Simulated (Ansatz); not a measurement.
# (BaO)1(KF)2 [001] superlattice, started as rocksalt type: phonons and vibrational spectra, part 2 of 2

Task: relax (BaO)1(KF)2 [001] superlattice, started as rocksalt type, then find its harmonic phonons.

Ansatz 0.2.0; DFT LDA, scalar-relativistic, plane waves, PAW.

So far. Step 3 (Relaxing to small forces for the phonons): The largest force component left is 0.12 meV/Å and the pressure is -0.002 GPa, within the tolerances set. The cell now holds 18.42 Å³/atom. The relaxed cell has a = 3.728, c = 15.904 Å (conventional setting).

The structure was built from a prototype and need not be the compound's stable phase.

### 4. Linear response at the zone centre

The zone centre is the only wavevector solved here; it holds the modes that light can see, as far as symmetry allows. The response to a homogeneous field gives the Born charges and the dielectric tensor, and its change with displacement the Raman tensors.

Contents of input.yaml:

```yaml
crystal:
  lattice:
    - [2.6362841363, 2.6362841363, 0.0]
    - [-2.6362841363, 2.6362841363, 0.0]
    - [2.6362841363, 0.0, 7.9520778855]
  atoms:
    - { symbol: Ba, position: [0.0, 0.0, 0.0] }
    - { symbol: F, position: [0.832047166, 0.167952834, 0.3359056679] }
    - { symbol: F, position: [0.167952834, 0.832047166, 0.6640943321] }
    - { symbol: K, position: [0.3309566735, 0.6690433265, 0.338086653] }
    - { symbol: K, position: [0.6690433265, 0.3309566735, 0.661913347] }
    - { symbol: O, position: [0.5, 0.5, 0.0] }
kpoints:
  mp_grid: { grid: [8, 8, 8] }
hamiltonian:
  xc: lda
scf:
  occupations: { method: fixed }
output:
  eigenvalues: true
phonons:
  method: dfpt
  dielectric: true
  rigid_motions: translations
  raman: true
```

Run with:

```sh
$ ansatz run input.yaml --threads 8 --pin off --max-ram 14336MiB --backend cpu --events-out ev --progress --plain --runs-dir out
```

Numbers of over 12 decimals in the logs are rounded to 6 here.

Log:

```text
Warning: crystal.symmetry: narrowed to the stabiliser of the run's FFT grids — unitary ops 16 → 4. A phonons.method: dfpt run fills in the rows of the dynamical matrix that it does not solve by its symmetry operations, which is exact only for operations that map its FFT grids onto themselves: filled in by any other, the frequencies could depend on the order in which like atoms are typed, or, by more than the grids' own error, on where the crystal sits among the grids' points. Excluded: 12 operations. The run can therefore solve more perturbations, solve them on more k-points, or both, and cost more. [rest of the remark cut]
[...]
Crystal: 6 atoms, lattice volume = 110.534 Å³
Basis set: ecut = 420 eV, 2159 PW (Γ), exchange–correlation on 50×50×120 points (8 copies of the dense FFT grid, shifted against one another)
Bands: 30, of which v1, the nominal top of the filled ones, is band 24 counted from 1 (23 counted from 0)
Symmetry: 16 space group operations
k-points: 260 of 512 (irreducible under 1 space group operation, time reversal used)
[...]
SCF iter   1: F=—  HF=-10923.051806 eV  |F-HF|=—  |Δ(HF+E_count)|=         —  Δρ=1.65e-2  dr2=2.56e-1  ethr=1.77e-3  ⟨swp⟩=4.9  Hψ=32527  notcnv=0  defer=930
[...]
SCF iter  10: F=-10922.985436 eV  HF=-10922.985436 eV  |F-HF|=1.82e-12  |Δ(HF+E_count)|=  2.91e-11  Δρ=6.48e-8  dr2=5.18e-12  ethr=1.00e-12  ⟨swp⟩=12.9  Hψ=52737  notcnv=0
SCF 1 converged in 10 iterations: F = -10922.985436 eV  dr2 = 5.18e-12
[...]
NSCF: frozen V_eff on 3 k-points
DFPT response loops at Γ: preconditioner auto → Resta (q_TF=auto, 2.374 Å⁻¹)  ε∞=5.1 (no band partly filled); β = 1.00, the filter's whole step (`scf.mixing.beta` (0.50) is not read by the response loops at its default; to damp them type it under 1.00, their step now; it binds the ground state too); Broyden in place of MSR1
── the response to a field inside a basis, on 8×8×8 k-points: an SCF that follows is theirs, and a resumed run solves both again ──
Bands: 25, of which v1, the nominal top of the filled ones, is band 24 counted from 1 (23 counted from 0)
k-points: 144 of 512 (irreducible under 4 space group operations)
[...]
Eigensolver: Dense (144 Hₖ)
SCF iter   1: F=—  HF=-10922.968716 eV  |F-HF|=—  |Δ(HF+E_count)|=         —  Δρ=5.34e-4  dr2=7.47e-5  ethr=1.00e-1
[...]
SCF iter   7: F=-10922.968682 eV  HF=-10922.968682 eV  |F-HF|=1.64e-11  |Δ(HF+E_count)|=  2.15e-10  Δρ=1.60e-7  dr2=2.60e-11  ethr=1.00e-12
SCF 1 converged in 7 iterations: F = -10922.968682 eV  dr2 = 2.60e-11
[...]
SCF converged after 10 iterations
Free energy (F): -10922.985436 eV
[...]
Internal energy: -10922.985436 eV  (E = F + TS)
E sigma→0 (E₀):  -10922.985436 eV
Fermi energy:    7.000611 eV
[...]
--- Band table (eV; the first three rows and the last of 260) ---
  k-point 0: bands = [... 20 lower, 2.7815, 5.8842, 6.5412, 6.5412, 9.3090, 9.4569, 11.1674, 12.2821, ... 2 higher]
  k-point 1: bands = [... 20 lower, 2.7609, 5.8802, 6.5411, 6.5411, 9.3965, 9.4457, 11.2253, 11.9790, ... 2 higher]
  k-point 2: bands = [... 20 lower, 2.7058, 5.8745, 6.5410, 6.5410, 9.4201, 9.6365, 11.3856, 11.5091, ... 2 higher]
  k-point 259: bands = [... 20 lower, 2.7574, 5.8572, 6.9977, 7.0006, 9.7376, 10.1478, 11.7287, 12.9607, ... 2 higher]
--- Phonons (Γ-DFPT): 12 representative perturbations + reference, on 260 of 512 k-points (Σ response iterations 41) ---
  ASR residual: 3.600e-5 → 0.000e0 eV/Å²; symmetrization residual: 9.217e-6 eV/Å²
  The last average, over the group as it would stand without the narrowing to the FFT grids, took up to 6.280e-6 eV/Å² of the zone centre's force constants
  ASR residual per site (eV/Å²): 3.60e-5 1.91e-5 1.91e-5 2.86e-5 2.86e-5 1.89e-5
  Γ frequencies (cm⁻¹): 0.00 0.00 0.00 73.60 73.60 81.32 81.32 155.82 165.14 165.14 182.87 183.29 183.29 183.55 187.82 187.82 239.63 266.69
  ε∞ (high-frequency dielectric tensor):
        2.939498     0.000000     0.000000
        0.000000     2.939498     0.000000
        0.000000     0.000000     2.527847
  ε⁰ (static dielectric tensor: ions relaxed, cell fixed):
       16.586039    -0.000000     0.000000
       -0.000000    16.586039     0.000000
        0.000000     0.000000     8.676947
  ε⁰ − ε∞ (ionic part):
       13.646542    -0.000000     0.000000
       -0.000000    13.646542     0.000000
        0.000000     0.000000     6.149100
  softest optical mode at Γ: 73.60 cm⁻¹; the repairs (sum rule, projections) moved no ω² at Γ by more than (2.27 cm⁻¹)²
  Born effective charges Z* (e; rows j = field, columns β = displacement):
    site 0:
         2.97000    0.00000    0.00000
        -0.00000    2.97000    0.00000
         0.00000    0.00000    1.89934
    site 1:
        -1.09838    0.00000    0.00000
        -0.00000   -1.09838    0.00000
        -0.00000    0.00000   -1.47687
    site 2:
        -1.09838    0.00000   -0.00000
         0.00000   -1.09838   -0.00000
         0.00000    0.00000   -1.47687
    site 3:
         1.13819    0.00000   -0.00000
        -0.00000    1.13819    0.00000
         0.00000    0.00000    1.27155
    site 4:
         1.13819   -0.00000    0.00000
        -0.00000    1.13819    0.00000
        -0.00000    0.00000    1.27155
    site 5:
        -3.04961   -0.00000    0.00000
         0.00000   -3.04961    0.00000
         0.00000    0.00000   -1.48869
  Z* charge neutrality: 4.271e-3 e pre-enforcement
  solved inside a basis spanned on kpoints, on 8×8×8 k-points: ε∞ is read to err by 8.2e-3, Z* by 1.2e-2 e (field_mesh: kpoints solves on kpoints); Z* is corrected for what the basis lacks
  Raman tensors (in the event stream and the table raman_tensors.tsv): an entry may err by 2.4e-2 Å², one of the second-order susceptibility by 2.5e-19 pm/V (basis, points and sum rule); their sum over the sites missed zero by 2.220e-16 Å² ahead of its enforcement
  optical modes at Γ without the LO–TO term, one row a degenerate level:
      ω (cm⁻¹)  modes    IR ((D/Å)²/amu)  static Raman (Å⁴/amu)  depolarisation
         73.60      2             0.1034                 0.0000               —
         81.32      2             0.0000                 0.0090           0.750
        155.82      1             0.0073                 0.0000               —
        165.14      2            35.6846                 0.0000               —
        182.87      1             0.0000                 1.5173           0.004
        183.29      2             2.9156                 0.0000               —
        183.55      1            10.3378                 0.0000               —
        187.82      2             0.0000                 0.1199           0.750
        239.63      1             0.6622                 0.0000               —
        266.69      1             0.0000                 0.9553           0.750
  optical modes at Γ + LO–TO along q̂ = [1.0000, 0.0000, 0.0000]:
      ω (cm⁻¹)  modes    IR ((D/Å)²/amu)  static Raman (Å⁴/amu)  depolarisation
         73.60      1             0.0517                 0.0000               —
         73.94      1             0.0011                 0.0000               —
         81.32      2             0.0000                 0.0090           0.750
        155.82      1             0.0073                 0.0000               —
        165.14      1            17.8423                 0.0000               —
        181.92      1             0.0037                 0.0000               —
        182.87      1             0.0000                 1.5173           0.004
        183.29      1             1.4578                 0.0000               —
        183.55      1            10.3378                 0.0000               —
        187.82      2             0.0000                 0.1199           0.750
        239.63      1             0.6622                 0.0000               —
        266.69      1             0.0000                 0.9553           0.750
        393.38      1            19.3470                 0.0000               —
  optical modes at Γ + LO–TO along q̂ = [0.0000, 1.0000, 0.0000]:
      ω (cm⁻¹)  modes    IR ((D/Å)²/amu)  static Raman (Å⁴/amu)  depolarisation
         73.60      1             0.0517                 0.0000               —
         73.94      1             0.0011                 0.0000               —
         81.32      2             0.0000                 0.0090           0.750
        155.82      1             0.0073                 0.0000               —
        165.14      1            17.8423                 0.0000               —
        181.92      1             0.0037                 0.0000               —
        182.87      1             0.0000                 1.5173           0.004
        183.29      1             1.4578                 0.0000               —
        183.55      1            10.3378                 0.0000               —
        187.82      2             0.0000                 0.1199           0.750
        239.63      1             0.6622                 0.0000               —
        266.69      1             0.0000                 0.9553           0.750
        393.38      1            19.3470                 0.0000               —
  optical modes at Γ + LO–TO along q̂ = [0.0000, 0.0000, 1.0000]:
      ω (cm⁻¹)  modes    IR ((D/Å)²/amu)  static Raman (Å⁴/amu)  depolarisation
         73.60      2             0.1034                 0.0000               —
         81.32      2             0.0000                 0.0090           0.750
        155.84      1             0.0001                 0.0000               —
        165.14      2            35.6846                 0.0000               —
        182.87      1             0.0000                 1.5173           0.004
        183.29      2             2.9156                 0.0000               —
        187.82      2             0.0000                 0.1199           0.750
        235.57      1             0.0859                 0.0000               —
        266.69      1             0.0000                 0.9553           0.750
        345.88      1            10.9213                 0.0000               —
```

Run time: 3.5 min. Hardware: 8 threads of AMD EPYC 9R45, shared host; peak memory 4.1 GiB; 26 min of CPU time.

This step gave:

| Property | Result |
| --- | --- |
| sum-rule residual before enforcement | 3.60e-5 eV/Å² |
| miss of the charge sum rule | 0.004271 e |
| estimated error of the dielectric tensor | 0.008163 |
| estimated error of the Born charges | 0.01186 e |
| point group | 4/mmm |
| highest optical mode at the zone centre (no LO-TO term) | 266.7 cm⁻¹ |
| lowest optical zone-centre mode | 73.6 cm⁻¹ |
| mean high-frequency dielectric constant | 2.802 |
| largest Born charge (third of the trace) | 2.613 e |
| mean static dielectric constant | 13.95 |
| top of the zone-centre spectrum with the field | 393.4 cm⁻¹ |

Without the LO-TO term. Patterns of degenerate modes are one choice out of their space. The modes at Γ (shares of kinetic energy by element, %):

| mode | frequency (cm⁻¹) | symmetry | Ba % | F % | K % | O % |
| --- | --- | --- | --- | --- | --- | --- |
| 1 | 0.0 | acoustic | 51 | 14 | 29 | 6 |
| 2 | 0.0 | acoustic | 51 | 14 | 29 | 6 |
| 3 | 0.0 | acoustic | 51 | 14 | 29 | 6 |
| 4 | 73.6 | Eu | 41 | 19 | 38 | 2 |
| 5 | 73.6 | Eu | 41 | 19 | 38 | 2 |
| 6 | 81.3 | Eg | 0 | 33 | 67 | 0 |
| 7 | 81.3 | Eg | 0 | 33 | 67 | 0 |
| 8 | 155.8 | A2u | 42 | 9 | 48 | 1 |
| 9 | 165.1 | Eu | 7 | 2 | 3 | 87 |
| 10 | 165.1 | Eu | 7 | 2 | 3 | 87 |
| 11 | 182.9 | A1g | 0 | 5 | 95 | 0 |
| 12 | 183.3 | Eu | 0 | 65 | 31 | 4 |
| 13 | 183.3 | Eu | 0 | 65 | 31 | 4 |
| 14 | 183.6 | A2u | 6 | 28 | 14 | 52 |
| 15 | 187.8 | Eg | 0 | 67 | 33 | 0 |
| 16 | 187.8 | Eg | 0 | 67 | 33 | 0 |
| 17 | 239.6 | A2u | 1 | 49 | 9 | 41 |
| 18 | 266.7 | A1g | 0 | 95 | 5 | 0 |

Displacements in mode 5 (73.6 cm⁻¹), the largest set to 1:
```
Ba1  0.07  0.78  0.00
F2  -0.09 -1.00  0.00
F3  -0.09 -1.00  0.00
K4  -0.08 -0.98  0.00
K5  -0.08 -0.98  0.00
O6   0.04  0.52  0.00
```

Displacements in mode 6 (81.3 cm⁻¹), the largest set to 1:
```
Ba1  0.00  0.00  0.00
F2  -0.04  1.00  0.00
F3   0.04 -1.00  0.00
K4  -0.05  1.00  0.00
K5   0.05 -1.00  0.00
O6   0.00  0.00  0.00
```

Optical modes at the zone centre, without and with the macroscopic field of the longitudinal modes; each column is sorted by frequency, so a row need not hold one and the same mode. Modes with and without the field, by row:

| rank among optical modes | no field (cm⁻¹) | q along (1, 0, 0) (cm⁻¹) | q along (0, 0, 1) (cm⁻¹) |
| --- | --- | --- | --- |
| 1 | 73.6 | 73.6 | 73.6 |
| 2 | 73.6 | 73.9 | 73.6 |
| 3 | 81.3 | 81.3 | 81.3 |
| 4 | 81.3 | 81.3 | 81.3 |
| 5 | 155.8 | 155.8 | 155.8 |
| 6 | 165.1 | 165.1 | 165.1 |
| 7 | 165.1 | 181.9 | 165.1 |
| 8 | 182.9 | 182.9 | 182.9 |
| 9 | 183.3 | 183.3 | 183.3 |
| 10 | 183.3 | 183.6 | 183.3 |
| 11 | 183.6 | 187.8 | 187.8 |
| 12 | 187.8 | 187.8 | 187.8 |
| 13 | 187.8 | 239.6 | 235.6 |
| 14 | 239.6 | 266.7 | 266.7 |
| 15 | 266.7 | 393.4 | 345.9 |

Born charge (rows field, columns displacement) (e), principal values of the symmetric part by kind of site:

| atom | atoms with these values | low | middle | high | mean |
| --- | --- | --- | --- | --- | --- |
| Ba1 | 1 | 1.90 | 2.97 | 2.97 | 2.61 |
| F2 | 2 | -1.48 | -1.10 | -1.10 | -1.22 |
| K4 | 2 | 1.14 | 1.14 | 1.27 | 1.18 |
| O6 | 1 | -3.05 | -3.05 | -1.49 | -2.53 |

In full for F2:

```
-1.10  0.00  0.00
 0.00 -1.10  0.00
 0.00  0.00 -1.48
```

High-frequency dielectric tensor:

```
2.94 0.00 0.00
0.00 2.94 0.00
0.00 0.00 2.53
```

Static dielectric tensor (ions relaxed, fixed cell):

```
16.59  0.00  0.00
 0.00 16.59  0.00
 0.00  0.00  8.68
```

Transverse modes. Lines of the infrared spectrum (strongest = 100):

| position (cm⁻¹) | lines merged | relative intensity |
| --- | --- | --- |
| 74 | 1 | 0.3 |
| 81 | 1 | 0.0 |
| 156 | 1 | 0.0 |
| 165 | 1 | 100 |
| 183 | 2 | 8.2 |
| 184 | 1 | 29 |
| 188 | 1 | 0.0 |
| 240 | 1 | 1.9 |
| 267 | 1 | 0.0 |

Activity x (w_L - w)^4 (n + 1)/w, 532 nm, 300 K; modes without the macroscopic field alone. Lines of the Raman spectrum (strongest = 100):

| position (cm⁻¹) | lines merged | relative intensity |
| --- | --- | --- |
| 74 | 1 | 0.0 |
| 81 | 1 | 2.5 |
| 156 | 1 | 0.0 |
| 165 | 1 | 0.0 |
| 183 | 2 | 100 |
| 184 | 1 | 0.0 |
| 188 | 1 | 7.6 |
| 240 | 1 | 0.0 |
| 267 | 1 | 34 |

Before it was imposed, the acoustic sum rule was missed by 3.6e-5 eV/Å² and the charge sum rule by 0.0043 e. Small misses are needed for a sound result but don't prove that mesh and cutoff are converged. The lowest optical mode is real, 73.6 cm⁻¹.

### 5. Another isotope, element Ba, natural mass 137.327 amu

An isotope changes the mass and not the force constants, so no new electronic calculation is needed; the shifts show which modes move this element.

The same force constants with the mass of Ba changed from 137.327 to 133.905 u (phonopy, no LO-TO term). Both lists are sorted by frequency; levels can cross, so a row need not hold one and the same mode. Modes under 3 cm⁻¹ are left out. Isotope shifts, by row:

| q | rank | natural mass (cm⁻¹) | changed mass (cm⁻¹) |
| --- | --- | --- | --- |
| 0 0 0 | 4 | 73.6 | 73.99 |
| 0 0 0 | 5 | 73.6 | 73.99 |
| 0 0 0 | 6 | 81.32 | 81.32 |
| 0 0 0 | 7 | 81.32 | 81.32 |
| 0 0 0 | 8 | 155.8 | 156.7 |
| 0 0 0 | 9 | 165.1 | 165.3 |
| 0 0 0 | 10 | 165.1 | 165.3 |
| 0 0 0 | 11 | 182.9 | 182.9 |
| 0 0 0 | 12 | 183.3 | 183.3 |
| 0 0 0 | 13 | 183.3 | 183.3 |
| 0 0 0 | 14 | 183.6 | 183.7 |
| 0 0 0 | 15 | 187.8 | 187.8 |
| 0 0 0 | 16 | 187.8 | 187.8 |
| 0 0 0 | 17 | 239.6 | 239.7 |
| 0 0 0 | 18 | 266.7 | 266.7 |

A mode of this element alone would shift by +1.27 %. The highest zone-centre frequency without the field goes from 266.7 to 266.7 cm⁻¹ (+0.0 %). The product of the frequency ratios over all optical modes at Γ is 1.019; the product rule, (m/m′)^(3k/2) (M′/M)^(3/2) with k = 1 such atoms and M the mass of the cell, gives 1.019.

### 6. Isotope substitution, element K, natural mass 39.0983 amu

The same for K, from 39.10 to 40.96 u.

The same force constants with the mass of K changed from 39.098 to 40.962 u (phonopy, no LO-TO term). Both lists are sorted by frequency; levels can cross, so a row need not hold one and the same mode. Modes under 3 cm⁻¹ are left out. Isotope shifts, by row:

| q | rank | natural mass (cm⁻¹) | changed mass (cm⁻¹) |
| --- | --- | --- | --- |
| 0 0 0 | 4 | 73.6 | 72.96 |
| 0 0 0 | 5 | 73.6 | 72.96 |
| 0 0 0 | 6 | 81.32 | 80.04 |
| 0 0 0 | 7 | 81.32 | 80.04 |
| 0 0 0 | 8 | 155.8 | 154.1 |
| 0 0 0 | 9 | 165.1 | 165 |
| 0 0 0 | 10 | 165.1 | 165 |
| 0 0 0 | 11 | 182.9 | 178.8 |
| 0 0 0 | 12 | 183.3 | 182 |
| 0 0 0 | 13 | 183.3 | 182 |
| 0 0 0 | 14 | 183.6 | 183 |
| 0 0 0 | 15 | 187.8 | 186.4 |
| 0 0 0 | 16 | 187.8 | 186.4 |
| 0 0 0 | 17 | 239.6 | 239.1 |
| 0 0 0 | 18 | 266.7 | 266.4 |

A mode of this element alone would shift by -2.30 %. The highest zone-centre frequency without the field goes from 266.7 to 266.4 cm⁻¹ (-0.1 %). The product of the frequency ratios over all optical modes at Γ is 0.888; the product rule, (m/m′)^(3k/2) (M′/M)^(3/2) with k = 2 such atoms and M the mass of the cell, gives 0.888.

### 7. Another isotope, element O, natural mass 15.999 amu

The same for O, from 16.00 to 18.00 u.

A mode of this element alone would shift by -5.72 %. The highest zone-centre frequency without the field goes from 266.7 to 266.7 cm⁻¹ (+0.0 %). The product of the frequency ratios over all optical modes at Γ is 0.847; the product rule, (m/m′)^(3k/2) (M′/M)^(3/2) with k = 1 such atoms and M the mass of the cell, gives 0.847.

### 8. What came out

- space group after relaxation (within 0.01 Å): I4/mmm
- volume per atom: 18.4 Å³
- gap on the k-mesh: 2.31 eV
- highest optical mode at the zone centre (no LO-TO term): 267 cm⁻¹
- top of the zone-centre spectrum with the field: 393 cm⁻¹
- lowest optical zone-centre mode: 73.6 cm⁻¹
- mean high-frequency dielectric constant: 2.80
- mean static dielectric constant: 13.9
- largest Born charge (third of the trace): 2.61 e
- imaginary modes at Γ (the only wavevector solved): none

**Reading.** The structure is stable against zone-centre distortions, since no mode there is imaginary; runs at other wavevectors are not part of this account. Without the field, the optical modes at Γ span 74 to 267 cm⁻¹. The dispersion is not part of this account. The highest mode in this list at Γ, 266.7 cm⁻¹, is mostly motion of F (95 % of the kinetic energy). With the macroscopic field of the longitudinal modes the top of the zone-centre spectrum lies at 393 cm⁻¹, against 267 cm⁻¹ without it. Lattice motion raises the mean dielectric constant from 2.802 to 13.95. The strongest infrared line is at 165 cm⁻¹. Averaged over orientations, the strongest Raman line at 532 nm and 300 K is at 183 cm⁻¹. The tensors are the static, non-resonant ones, while 532 nm light (2.33 eV) lies above the computed gap. Spin-orbit coupling is left out, which can matter for the heavy elements here. The starting cell was built on a prototype and not taken from a measurement, so the phase need not exist. These are harmonic frequencies at zero temperature: anharmonic shifts, linewidths and thermal expansion are left out.

[Logs are printed without paths, hosts, clocks, repeated set-up lines and the standing remarks that a program may print on its own settings, such as how far it seeks lower states.]

[Hosts, paths, dates, database ids (printed as entryN), source tags and the programs' standing remarks are cut or masked in the printed files.]
